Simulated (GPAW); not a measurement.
**AlN: optical spectrum from first principles**

Wanted: where AlN starts to absorb, how strongly, and its refractive index.

Method: DFT, PBE, plane-wave PAW (GPAW data sets), scalar-relativistic, RPA, optical limit, in GPAW 26.7.0.

This is a report of a sequence of runs, with most program output left out.

### 1. The structure

It takes space group F-43m (No. 216, cubic). Conventional cell: a = 4.368 Å, b = 4.368 Å, c = 4.368 Å, α = 90.00°, β = 90.00°, γ = 90.00°. Nearest to Al lie 4 N at 1.89 Å. Nearest to N lie 4 Al at 1.89 Å. Farther neighbours and most contacts between anions are not listed.

### 2. Ground state

The self-consistent density comes first; it also tells whether there is a gap, which decides the occupations and the need for a Drude term.

This step: DFT, PBE, plane-wave PAW (GPAW data sets), scalar-relativistic, ground state (GPAW 26.7.0).

gs.py reads:

```python
from ase import Atoms
from ase.dft.bandgap import bandgap
from gpaw import GPAW, PW, FermiDirac

atoms = Atoms(['Al', 'N'],
              cell=[[0.000000000000, 2.183993559600, 2.183993559600],
                    [2.183993559600, 0.000000000000, 2.183993559600],
                    [2.183993559600, 2.183993559600, 0.000000000000]],
              scaled_positions=[[0.000000000000, 0.000000000000, 0.000000000000],
                                [0.250000000000, 0.250000000000, 0.250000000000]],
              pbc=[True, True, True])
atoms.calc = GPAW(mode=PW(500), xc='PBE', kpts={'size': (9, 9, 9), 'gamma': True},
                  occupations=FermiDirac(0.05), maxiter=150, txt='gs.txt')
print('energy (eV)', atoms.get_potential_energy())
print('Fermi level (eV)', atoms.calc.get_fermi_level())
print('valence electrons', atoms.calc.get_number_of_electrons())
print('gap (eV)', bandgap(atoms.calc, output=None)[0])
print('direct gap (eV)', bandgap(atoms.calc, direct=True, output=None)[0])
atoms.calc.write('gs.gpw')
```

Launch:

```sh
$ OMP_NUM_THREADS=1 python gs.py
```

Wall time 5.4 s (1 thread of Intel Xeon Platinum 8375C at 2.90GHz (Ice Lake), shared host); peak memory 0.13 GiB.

Numbers from this step:

| Quantity | Value |
| --- | --- |
| energy | -14.21 eV |
| Fermi energy | 6.986 eV |
| gap on the k-mesh | 3.463 eV |
| direct gap on the mesh | 4.111 eV |
| electrons | 8 |

There is a gap, 3.46 eV on this mesh (points off the mesh can give less), so no carriers' term is needed.

### 3. Bands for the response

The response needs many more empty bands than the density does.

This step: DFT, PBE, plane-wave PAW (GPAW data sets), scalar-relativistic, bands at fixed density (GPAW 26.7.0).

nscf.py reads:

```python
from ase.dft.bandgap import bandgap
from gpaw import GPAW, FermiDirac

calc = GPAW('gs.gpw').fixed_density(kpts={'size': (14, 14, 14), 'gamma': True}, nbands=23, convergence={'bands': 17},
                                    occupations=FermiDirac(0.001), txt='nscf.txt')
print('gap (eV)', bandgap(calc, output=None)[0])
print('direct gap (eV)', bandgap(calc, direct=True, output=None)[0])
print('top band over the Fermi level (eV)', min(calc.get_eigenvalues(kpt=k)[16] for k in range(len(calc.get_ibz_k_points()))) - calc.get_fermi_level())
calc.write('full.gpw', mode='all')
```

Launch:

```sh
$ OMP_NUM_THREADS=1 python nscf.py
```

Elapsed: 16 s, on 1 thread; peak memory 0.16 GiB.

Numbers from this step:

| Property | Result |
| --- | --- |
| gap on the k-mesh | 3.278 eV |

### 4. Dielectric function, RPA

Local fields let the induced charge screen the field inside the cell, which as a rule lowers ε, most along directions where the density is uneven.

This step: DFT, PBE, plane-wave PAW (GPAW data sets), scalar-relativistic, RPA, optical limit (GPAW 26.7.0).

df.py reads:

```python
from gpaw.response.df import DielectricFunction

df = DielectricFunction('full.gpw', frequencies={'type': 'nonlinear', 'domega0': 0.03, 'omega2': 8},
                        ecut=50,
                        eta=0.15,
                        nbands=17,
                        txt='df.txt')
for direction in ['x']:
    df.get_dielectric_function(xc='RPA', direction=direction, filename=f'df_{direction}.csv')
```

Launch:

```sh
$ OMP_NUM_THREADS=1 python df.py
```

Run time: 4.8 s. Hardware: 1 thread; peak memory 0.2 GiB.

Numbers from this step:

- electronic dielectric constant ε∞, mean over x, y and z (by symmetry where fewer were run): 4.420
- main peak of Im epsilon, first axis: 7.289 eV

Some rows of df_x.csv (energy; Re and Im without local fields; Re and Im with them):

```text
0.000000, 4.719359, -0.000000, 4.420310, -0.000000
0.429336, 4.729919, 0.007423, 4.430044, 0.006844
0.878195, 4.764113, 0.015581, 4.461576, 0.014373
1.347938, 4.827304, 0.025082, 4.519897, 0.023164
1.840057, 4.928088, 0.036930, 4.613057, 0.034172
2.356191, 5.080953, 0.053027, 4.754718, 0.049227
2.898142, 5.312719, 0.077714, 4.970433, 0.072565
3.467895, 5.683084, 0.125217, 5.318095, 0.118421
4.067647, 6.337186, 0.357086, 5.939585, 0.355213
4.699832, 6.970503, 1.023926, 6.478130, 1.035568
5.367152, 7.632759, 2.865332, 7.033766, 2.761443
6.072622, 7.191549, 3.878045, 6.615785, 3.636992
6.819608, 6.259754, 5.885841, 5.681576, 5.356769
7.611886, 3.621334, 7.019314, 3.167653, 6.501521
8.453705, 0.196715, 4.807242, -0.142134, 4.340526
9.349861, 2.372583, 4.163458, 2.247871, 3.382776
10.305790, 1.799700, 3.892594, 1.197513, 3.484929
11.327680, 0.572061, 6.035256, 0.837946, 4.478787
12.422601, -0.426113, 5.543414, 0.810490, 4.140176
13.598673, -2.103147, 3.188468, -1.097016, 3.521901
```

Values under the direct gap are tails of Lorentzian lines. The Im ε, E ∥ x by photon energy; read off at these points:

```
photon energy (eV)  Im ε, E ∥ x
              0.00            0
              0.50      0.00799
              1.00       0.0165
              1.50       0.0263
              2.00       0.0384
              2.50       0.0544
              3.00       0.0785
              3.50        0.123
              4.00        0.295
              4.50        0.938
              5.00         1.47
              5.50         2.67
              6.00         3.81
              6.50         5.12
              7.00         6.08
              7.27         7.40
              7.50         6.53
              8.00         7.19
              8.50         4.10
              9.00         2.66
              9.50         3.54
             10.00         4.46
             10.50         3.56
             11.00         4.53
             11.50         3.83
             12.00         3.84
             12.50         4.29
             12.67         4.57
             13.00         4.36
             13.50         3.67
```

Re ε, E ∥ x against photon energy:

photon energy (eV), Re ε, E ∥ x and a bar from the least value:
```
      0.0       4.42 ####################
      0.5       4.43 ####################
      1.0       4.47 #####################
      1.5       4.54 #####################
      2.0       4.65 #####################
      2.5       4.80 ######################
      3.0       5.02 #######################
      3.5       5.34 ########################
      4.0       5.87 ##########################
      4.5       6.47 ############################
      5.0       7.01 ##############################
      5.5       6.75 #############################
      6.0       6.53 ############################
      6.5       6.42 ############################
      7.0       5.76 #########################
      7.5       3.11 ###############
      8.0       1.72 ##########
      8.5      -0.06 ####
      9.0       1.85 ###########
      9.5       2.48 #############
     10.0       1.54 ##########
     10.5       1.66 ##########
     11.0       1.68 ##########
     11.5       0.59 ######
     12.0       0.89 #######
     12.5       0.85 #######
     13.0      -0.08 ####
     13.5      -1.06
```

The loss function −Im 1/ε at q → 0, E ∥ x has structure finer than the step of the table below, so its rows give means over 0.5 eV, whole bins alone (the curve runs from 0 to 14.0 eV). Peaks (eV: height): 8.77: 0.347, 10.31: 0.257, 11.56: 0.262.

Values under the direct gap are tails of Lorentzian lines. The loss function −Im 1/ε at q → 0, E ∥ x by energy loss; means over each step:

energy loss (eV), loss function −Im 1/ε at q → 0, E ∥ x and a bar:
```
      0.5      0.000 
      1.0      0.001 
      1.5      0.001 
      2.0      0.002 
      2.5      0.002 
      3.0      0.003 
      3.5      0.004 
      4.0      0.009 #
      4.5      0.020 ##
      5.0      0.029 ###
      5.5      0.048 #####
      6.0      0.062 #######
      6.5      0.077 #########
      7.0      0.089 ##########
      7.5      0.119 #############
      8.0      0.141 ################
      8.5      0.249 ############################
      9.0      0.265 ##############################
      9.5      0.190 ######################
     10.0      0.206 #######################
     10.5      0.236 ###########################
     11.0      0.201 #######################
     11.5      0.241 ###########################
     12.0      0.242 ###########################
     12.5      0.225 #########################
     13.0      0.225 #########################
     13.5      0.249 ############################
```

Refractive index n and extinction k against photon energy:

```
photon energy (eV)     n        k
               0.0  2.10        0
               0.5  2.11  0.00190
               1.0  2.12  0.00391
               1.5  2.13  0.00617
               2.0  2.16  0.00889
               2.5  2.19   0.0124
               3.0  2.24   0.0175
               3.5  2.31   0.0265
               4.0  2.42   0.0608
               4.5  2.55    0.184
               5.0  2.66    0.277
               5.5  2.65    0.504
               6.0  2.65    0.719
               6.5  2.70    0.946
               7.0  2.66     1.14
               7.5  2.27     1.44
               8.0  2.13     1.68
               8.5  1.42     1.44
               9.0  1.59    0.833
               9.5  1.84    0.959
              10.0  1.77     1.26
              10.5  1.67     1.07
              11.0  1.80     1.26
              11.5  1.49     1.28
              12.0  1.55     1.24
              12.5  1.62     1.33
              13.0  1.46     1.49
              13.5  1.17     1.56
```

The reflectivity at normal incidence, E ∥ x has structure finer than the step of the table below, so its rows give means over 0.5 eV, whole bins alone (the curve runs from 0 to 14.0 eV). Peaks (eV: height): 8.15: 34.4, 10.03: 23.7, 11.40: 25.9, 13.34: 35.3.

The reflectivity at normal incidence, E ∥ x by photon energy; means over each step:

```
photon energy (eV)  reflectivity at normal incidence, E ∥ x (%)
               0.5                                         12.7
               1.0                                         12.8
               1.5                                         13.1
               2.0                                         13.4
               2.5                                         14.0
               3.0                                         14.7
               3.5                                         15.7
               4.0                                         17.3
               4.5                                         19.1
               5.0                                         21.0
               5.5                                         22.6
               6.0                                         24.0
               6.5                                         25.9
               7.0                                         27.7
               7.5                                         29.6
               8.0                                         32.1
               8.5                                         27.9
               9.0                                         15.5
               9.5                                         18.7
              10.0                                         23.0
              10.5                                         19.4
              11.0                                         22.7
              11.5                                         23.9
              12.0                                         22.9
              12.5                                         25.7
              13.0                                         29.9
              13.5                                         34.6
```

Optical constants at common wavelengths, from n + ik = √ε:

```
wavelength (nm)     n      k  R (%)     1/α
           1064  2.12  0.005   12.9   18 µm
            800  2.13  0.006   13.1  9.9 µm
            532  2.18  0.011   13.8  3.8 µm
            365  2.29  0.024   15.4  1.2 µm
            308  2.43  0.065   17.4  376 nm
            248  2.66  0.276   21.1   71 nm
            193  2.70  0.899   25.5   17 nm
```

Below the direct gap, k and the depth come from the tails of the Lorentzian lines, not from transitions.

Rows near the edge hang on the gap, which this functional as a rule makes too small, and phonon-assisted absorption is left out.

### 5. What came out

| Property | Result |
| --- | --- |
| electronic dielectric constant ε∞, mean over x, y and z (by symmetry where fewer were run) (RPA) | 4.42 |
| main peak of Im epsilon, first axis | 7.29 eV |

**Reading.** At this level (PBE, RPA) AlN has ε∞ = 4.42 and n = 2.11 at 1550 nm, and Im ε peaks at 7.3 eV. On the mesh the gap is 3.28 eV and the least direct gap 4.11 eV, so on this mesh the band edges lie at different points. Local fields change the static value along x from 4.72 to 4.42 (-6 %). Distinct maxima of Im ε, read by a parabola through the highest points, lie at 7.29 eV (7.4), 8.02 eV (7.2), 11.03 eV (4.6) and 12.64 eV (4.6). Excitons and phonon-assisted transitions are missing; PBE gaps are as a rule too small, which pulls the onset down and ε∞ up. The sum runs over mesh points, so small or evenly spaced maxima can still be ripples of the mesh.

[Machine, clock and banner lines and Python warnings are left out of the logs.]

[Logs are printed without paths, hosts, clocks, repeated set-up lines and the standing remarks that a program may print on its own settings, such as how far it seeks lower states.]

[Hosts, paths, dates, database ids (printed as entryN), source tags and the programs' standing remarks are cut or masked in the printed files.]
